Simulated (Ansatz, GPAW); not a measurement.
# 1T-IrSTe monolayer: converging a work function, part 2 of 3

Aim: the settings at which the work function of 1T-IrSTe monolayer stops moving.

GPAW 26.7.0 and Ansatz 0.2.0; Ansatz plane waves; layer without images along its normal, relaxation of atoms and in-plane cell (the session's first sound run).

So far. Step 2 (Relaxing the atoms): The relaxation lowered the energy of the cell by 0.0444 eV.

## 3. The slab's potential

The work function is the vacuum plateau of the electrostatic potential less the Fermi level; a dipole layer lets the two faces have plateaus of their own.

This step: GPAW, PAW setups; slab in vacuum (GPAW 26.7.0).

The cell differs from the one that the last finished run ended in (c 29.363 → 18.725 Å).

run.py

```python
import json
import numpy as np
from ase import Atoms
from gpaw import GPAW, PW

slab = Atoms(
    ['Te', 'Ir', 'S'],
    positions=[
        [1.83708, 1.06064, 8.00000],
        [0.00000, 0.00000, 9.66898],
        [-0.00000, 2.12128, 10.72526]],
    cell=[[3.67416, 0.0, 0.0], [-1.83708, 3.18192, -0.0], [0.0, -0.0, 18.7253]],
    pbc=[True, True, False],
    magmoms=[0.0, 1.0, 0.0])

slab.calc = GPAW(mode=PW(400), xc='PBE', kpts={'size': (9, 9, 1), 'gamma': True},
                 occupations={'name': 'fermi-dirac', 'width': 0.05}, nbands='160%',
                 convergence={'density': 1e-05}, maxiter=200,
                 poissonsolver={'dipolelayer': 'xy'},
                 symmetry={'tolerance': 1e-3}, txt='slab.txt')
result = {}
energy = slab.get_potential_energy()
fermi = slab.calc.get_fermi_level()
v = slab.calc.get_electrostatic_potential().mean((0, 1)) - fermi
n = slab.calc.get_pseudo_density().mean((0, 1))
L = slab.cell[2, 2]
z = np.arange(len(v)) * L / len(v)
low, high = slab.positions[:, 2].min(), slab.positions[:, 2].max()
below, above = np.interp([low - 5.8, high + 5.8], z, v)
slopes = [np.interp(x, z, np.gradient(v, z)) for x in (low - 5.8, high + 5.8)]
eps = np.array([[slab.calc.get_eigenvalues(k, s) for k in range(len(slab.calc.get_ibz_k_points()))]
                for s in range(slab.calc.get_number_of_spins())]) - fermi
top, bottom = eps[eps < 0].max(), eps[eps > 0].min()
dipole = slab.get_dipole_moment()[2]
print(f'energy {energy:.4f} eV, Fermi level {fermi:.4f} eV, dipole {dipole:.5f} e A')
print(f'potential 5.8 A off the faces, from the Fermi level: lower {below:.4f} eV, upper {above:.4f} eV')
print(f'slope of the potential there: lower {slopes[0]:.5f}, upper {slopes[1]:.5f} eV/A')
print(f'nearest levels on the mesh: {top:.4f} and {bottom:.4f} eV')
print('magnetic moment', round(slab.get_magnetic_moment(), 3))
result.update(energy=energy, fermi=fermi, dipole=dipole, below=below, above=above, slopes=slopes, edges=[top, bottom],
              z=z.tolist(), v=v.tolist(), n=n.tolist(), positions=slab.positions.tolist(),
              forces=slab.get_forces(apply_constraint=False).tolist(), moments=slab.get_magnetic_moments().tolist())
json.dump(result, open('result.json', 'w'))
```

On the command line:

```console
$ OMP_NUM_THREADS=1 OPENBLAS_NUM_THREADS=1 python run.py
```

Output:

```text
energy -17.0827 eV, Fermi level -1.1231 eV, dipole -0.05155 e A
potential 5.8 A off the faces, from the Fermi level: lower 4.5358 eV, upper 5.3301 eV
slope of the potential there: lower -0.00001, upper -0.00008 eV/A
nearest levels on the mesh: -0.0442 and 0.0671 eV
magnetic moment 0.0
```

Elapsed: 40 s, on 1 thread of Intel Xeon Platinum 8488C (Sapphire Rapids), shared host; peak memory 0.25 GiB.

This step gave:

```
dipole along the normal                    : -0.05155 e·Å
levels nearest the Fermi level on the mesh : -0.04418, 0.06715 eV from the Fermi level
upper work function                        : 5.330 eV
lower work function                        : 4.536 eV
sum of the site moments                    : 0 μB
```

Electrostatic potential energy of an electron (without an applied field's), less the Fermi level, planar mean against z:

z (Å), electrostatic potential energy of an electron (without an applied field's), less the Fermi level, planar mean (eV) and a bar from the least value:
```
        0        4.9 ##############################
        1        4.5 #############################
        2        4.5 #############################
        3        4.5 #############################
        4        4.5 #############################
        5        4.5 #############################
        6        4.3 #############################
        7        0.7 ########################
        8      -19.3 
        9       -6.0 ################
       10      -13.6 #######
       11       -8.6 #############
       12        4.6 #############################
       13        5.3 ##############################
       14        5.3 ##############################
       15        5.3 ##############################
       16        5.3 ##############################
       17        5.3 ##############################
       18        5.3 ##############################
```

Table of pseudo valence density, planar mean by z:

z (Å), pseudo valence density, planar mean (e/Å³) and a bar from the least value:
```
     0.00       0.00 
     0.42       0.00 
     1.04       0.00 
     1.46       0.00 
     2.08       0.00 
     2.50       0.00 
     2.91       0.00 
     3.54       0.00 
     3.95       0.00 
     4.58       0.00 
     4.99       0.00 
     5.41       0.00 
     6.03       0.01 
     6.45       0.04 #
     7.07       0.16 ####
     7.49       0.28 ######
     7.91       0.11 ###
     8.53       0.37 #########
     8.95       0.44 ##########
     9.57       1.28 ##############################
     9.99       0.99 #######################
    10.61       0.44 ##########
    11.03       0.35 ########
    11.44       0.19 #####
    12.07       0.03 #
    12.48       0.01 
    13.11       0.00 
    13.52       0.00 
    13.94       0.00 
    14.56       0.00 
    14.98       0.00 
    15.60       0.00 
    16.02       0.00 
    16.44       0.00 
    17.06       0.00 
    17.48       0.00 
    18.10       0.00 
    18.52       0.00
```

Force by atom:

```tsv
atom	x (eV/Å)	y (eV/Å)	z (eV/Å)	size
Te1	0.000	0.000	0.098	0.098
Ir2	0.000	0.000	-0.112	0.112
S3	0.000	0.000	0.014	0.014
```

The potential is flat to 7.6e-5 eV/Å where it is read, so the vacuum is wide enough. The geometry is the other program's minimum; here the largest force on a free atom is 0.11 eV/Å.

## 4. Cutoff 200

The cutoff limits how sharply the smooth valence waves can vary, which tells mostly near the atoms.

run.py: that of step 3 with these lines changed.

```diff
@@ -15,3 +15,3 @@
 
-slab.calc = GPAW(mode=PW(400), xc='PBE', kpts={'size': (9, 9, 1), 'gamma': True},
+slab.calc = GPAW(mode=PW(200), xc='PBE', kpts={'size': (9, 9, 1), 'gamma': True},
                  occupations={'name': 'fermi-dirac', 'width': 0.05}, nbands='160%',
```

Output:

```text
energy -16.3545 eV, Fermi level -1.1068 eV, dipole -0.05141 e A
potential 5.8 A off the faces, from the Fermi level: lower 4.5242 eV, upper 5.3232 eV
slope of the potential there: lower 0.00058, upper 0.00109 eV/A
nearest levels on the mesh: -0.0409 and 0.0552 eV
magnetic moment 0.0
```

Elapsed: 12 s, on 1 thread; peak memory 0.16 GiB.

The run finished. A setting was moved off its sound value on purpose, so it serves as a test and not as the result.

The fault put into the input: a cutoff under that of the base run: the energy of the cell lies 0.73 eV from the base value (ecut = 200).

The two runs compared:

```tsv
quantity	this run	sound run	difference
dipole along the normal (e·Å)	-0.051406	-0.051546	1.4e-4
upper work function (eV)	5.3232	5.3301	-0.00693
lower work function (eV)	4.5242	4.5358	-0.0116
sum of the site moments (μB)	3.333e-5	1.224e-5	2.1e-5
```

## 5. Cutoff 300

The cutoff limits how sharply the smooth valence waves can vary, which tells mostly near the atoms.

run.py: that of step 4 with these lines changed.

```diff
@@ -15,3 +15,3 @@
 
-slab.calc = GPAW(mode=PW(200), xc='PBE', kpts={'size': (9, 9, 1), 'gamma': True},
+slab.calc = GPAW(mode=PW(300), xc='PBE', kpts={'size': (9, 9, 1), 'gamma': True},
                  occupations={'name': 'fermi-dirac', 'width': 0.05}, nbands='160%',
```

Output:

```text
energy -16.8698 eV, Fermi level -1.1186 eV, dipole -0.05163 e A
potential 5.8 A off the faces, from the Fermi level: lower 4.5327 eV, upper 5.3282 eV
slope of the potential there: lower 0.00002, upper 0.00008 eV/A
nearest levels on the mesh: -0.0443 and 0.0655 eV
magnetic moment 0.0
```

Wall time 20 s (1 thread); peak memory 0.19 GiB.

The run finished. A setting was moved off its sound value on purpose, so it serves as a test and not as the result.

The fault put into the input: a cutoff under that of the base run: the energy of the cell lies 0.21 eV from the base value (ecut = 300).

The two runs compared:

```tsv
quantity	this run	sound run	difference
dipole along the normal (e·Å)	-0.051628	-0.051546	-8.2e-5
upper work function (eV)	5.3282	5.3301	-0.00194
lower work function (eV)	4.5327	4.5358	-0.00315
sum of the site moments (μB)	1.417e-5	1.224e-5	1.9e-6
```

## 6. Cutoff 700: ecut = 700

The cutoff limits how sharply the smooth valence waves can vary, which tells mostly near the atoms.

run.py: that of step 5 with these lines changed.

```diff
@@ -15,3 +15,3 @@
 
-slab.calc = GPAW(mode=PW(300), xc='PBE', kpts={'size': (9, 9, 1), 'gamma': True},
+slab.calc = GPAW(mode=PW(700), xc='PBE', kpts={'size': (9, 9, 1), 'gamma': True},
                  occupations={'name': 'fermi-dirac', 'width': 0.05}, nbands='160%',
```

Output:

```text
energy -17.1518 eV, Fermi level -1.1230 eV, dipole -0.05141 e A
potential 5.8 A off the faces, from the Fermi level: lower 4.5366 eV, upper 5.3280 eV
slope of the potential there: lower 0.00012, upper 0.00004 eV/A
nearest levels on the mesh: -0.0442 and 0.0668 eV
magnetic moment 0.0
```

It took 81 s on 1 thread; peak memory 0.42 GiB.

This step gave:

```yaml
dipole_along_the_normal: -0.05141 e·Å
levels_nearest_the_fermi_level_on_the_mesh: -0.04424, 0.06682 eV from the Fermi level
upper_work_function: 5.328 eV
lower_work_function: 4.537 eV
```

The electrostatic potential energy of an electron (without an applied field's), less the Fermi level, planar mean by z:

z (Å), electrostatic potential energy of an electron (without an applied field's), less the Fermi level, planar mean (eV) and a bar from the least value:
```
      0.0        4.9 ##############################
      0.5        4.5 #############################
      1.0        4.5 #############################
      1.5        4.5 #############################
      2.0        4.5 #############################
      2.5        4.5 #############################
      3.0        4.5 #############################
      3.5        4.5 #############################
      4.0        4.5 #############################
      4.5        4.5 #############################
      5.0        4.5 #############################
      5.5        4.5 #############################
      6.0        4.3 #############################
      6.5        3.6 ############################
      7.0        0.7 ########################
      7.5       -8.5 #############
      8.0      -19.2 
      8.5       -9.7 ############
      9.0       -6.0 ################
      9.5      -14.7 ######
     10.0      -13.6 #######
     10.5      -13.4 #######
     11.0       -8.6 #############
     11.5        1.9 ##########################
     12.0        4.6 #############################
     12.5        5.2 ##############################
     13.0        5.3 ##############################
     13.5        5.3 ##############################
     14.0        5.3 ##############################
     14.5        5.3 ##############################
     15.0        5.3 ##############################
     15.5        5.3 ##############################
     16.0        5.3 ##############################
     16.5        5.3 ##############################
     17.0        5.3 ##############################
     17.5        5.3 ##############################
     18.0        5.3 ##############################
     18.5        5.2 ##############################
```

Pseudo valence density, planar mean against z:

z (Å), pseudo valence density, planar mean (e/Å³) and a bar:
```
      4.0       0.00 
      4.5       0.00 
      5.0       0.00 
      5.5       0.00 
      6.0       0.01 
      6.5       0.04 #
      7.0       0.14 ####
      7.5       0.27 #######
      8.0       0.11 ###
      8.5       0.36 #########
      9.0       0.46 ############
      9.5       1.18 ##############################
     10.0       0.97 #########################
     10.5       0.51 #############
     11.0       0.35 #########
     11.5       0.17 ####
     12.0       0.04 #
     12.5       0.01 
     13.0       0.00 
     13.5       0.00 
     14.0       0.00
```

Force by atom:

```tsv
atom	x (eV/Å)	y (eV/Å)	z (eV/Å)	size
Te1	0.000	0.000	0.104	0.104
Ir2	0.000	0.000	-0.114	0.114
S3	0.000	0.000	0.010	0.010
```

The upper face's work function is 5.328 eV, against 5.330 eV in the first plane-wave PBE run at this geometry.

## 7. K mesh 3×3

The mesh in the plane samples the bands: a metal's Fermi level needs it dense, and band edges must lie on it.

run.py: that of step 6 with these lines changed.

```diff
@@ -15,3 +15,3 @@
 
-slab.calc = GPAW(mode=PW(700), xc='PBE', kpts={'size': (9, 9, 1), 'gamma': True},
+slab.calc = GPAW(mode=PW(400), xc='PBE', kpts={'size': (3, 3, 1), 'gamma': True},
                  occupations={'name': 'fermi-dirac', 'width': 0.05}, nbands='160%',
```

Output:

```text
energy -16.7870 eV, Fermi level -1.4019 eV, dipole -0.06489 e A
potential 5.8 A off the faces, from the Fermi level: lower 4.7118 eV, upper 5.7127 eV
slope of the potential there: lower -0.00002, upper -0.00009 eV/A
nearest levels on the mesh: -0.0221 and 0.0380 eV
magnetic moment 0.493
```

It took 14 s on 1 thread; peak memory 0.21 GiB.

The run finished with changed settings (kpts = [3, 3]); it serves as a test.

The two runs compared:

```tsv
quantity	this run	sound run	difference
dipole along the normal (e·Å)	-0.064892	-0.051546	-0.0133
upper work function (eV)	5.7127	5.3301	0.383
lower work function (eV)	4.7118	4.5358	0.176
sum of the site moments (μB)	0.37376	1.224e-5	0.374
```

One result that differs is the sum of the site moments, 0.374 μB against 1.2e-5 μB.

## 8. K mesh 5×5

The mesh in the plane samples the bands: a metal's Fermi level needs it dense, and band edges must lie on it.

run.py: that of step 7 with these lines changed.

```diff
@@ -15,3 +15,3 @@
 
-slab.calc = GPAW(mode=PW(400), xc='PBE', kpts={'size': (3, 3, 1), 'gamma': True},
+slab.calc = GPAW(mode=PW(400), xc='PBE', kpts={'size': (5, 5, 1), 'gamma': True},
                  occupations={'name': 'fermi-dirac', 'width': 0.05}, nbands='160%',
```

Output:

```text
energy -17.0347 eV, Fermi level -1.0573 eV, dipole -0.05478 e A
potential 5.8 A off the faces, from the Fermi level: lower 4.4427 eV, upper 5.2871 eV
slope of the potential there: lower -0.00001, upper -0.00008 eV/A
nearest levels on the mesh: -0.0325 and 0.0115 eV
magnetic moment -0.0
```

The job ended after 21 s (1 thread; peak memory 0.22 GiB).

The run finished with changed settings (kpts = [5, 5]); it serves as a test.

The two runs compared:

```tsv
quantity	this run	sound run	difference
dipole along the normal (e·Å)	-0.054779	-0.051546	-0.00323
upper work function (eV)	5.2871	5.3301	-0.0430
lower work function (eV)	4.4427	4.5358	-0.0931
sum of the site moments (μB)	-1.216e-5	1.224e-5	-2.4e-5
```

One result that differs is the dipole along the normal, -0.0548 e·Å against -0.0515 e·Å.

## 9. K mesh 14×14: kpts = [14, 14]

The mesh in the plane samples the bands: a metal's Fermi level needs it dense, and band edges must lie on it.

run.py: that of step 8 with these lines changed.

```diff
@@ -15,3 +15,3 @@
 
-slab.calc = GPAW(mode=PW(400), xc='PBE', kpts={'size': (5, 5, 1), 'gamma': True},
+slab.calc = GPAW(mode=PW(400), xc='PBE', kpts={'size': (14, 14, 1), 'gamma': True},
                  occupations={'name': 'fermi-dirac', 'width': 0.05}, nbands='160%',
```

Output:

```text
energy -17.0880 eV, Fermi level -1.1555 eV, dipole -0.05235 e A
potential 5.8 A off the faces, from the Fermi level: lower 4.5655 eV, upper 5.3722 eV
slope of the potential there: lower -0.00001, upper -0.00008 eV/A
nearest levels on the mesh: -0.0204 and 0.0022 eV
magnetic moment 0.0
```

Run time: 68 s. Hardware: 1 thread; peak memory 0.3 GiB.

Numbers from this step:

- dipole along the normal: -0.05235 e·Å
- levels nearest the Fermi level on the mesh: -0.02041, 0.002180 eV from the Fermi level
- upper work function: 5.372 eV
- lower work function: 4.566 eV

The electrostatic potential energy of an electron (without an applied field's), less the Fermi level, planar mean by z:

```tsv
z (Å)	electrostatic potential energy of an electron (without an applied field's), less the Fermi level, planar mean (eV)
0	4.97
1	4.57
2	4.57
3	4.57
4	4.56
5	4.55
6	4.32
7	0.742
8	-19.3
9	-6.00
10	-13.6
11	-8.53
12	4.66
13	5.34
14	5.37
15	5.37
16	5.37
17	5.37
18	5.37
```

The upper face's work function is 5.372 eV, against 5.330 eV in the first plane-wave PBE run at this geometry.

[end of part 2 of 3]

[Logs are printed without paths, hosts, clocks, repeated set-up lines and the standing remarks that a program may print on its own settings, such as how far it seeks lower states.]

[Hosts, paths, dates, database ids (printed as entryN), source tags and the programs' standing remarks are cut or masked in the printed files.]
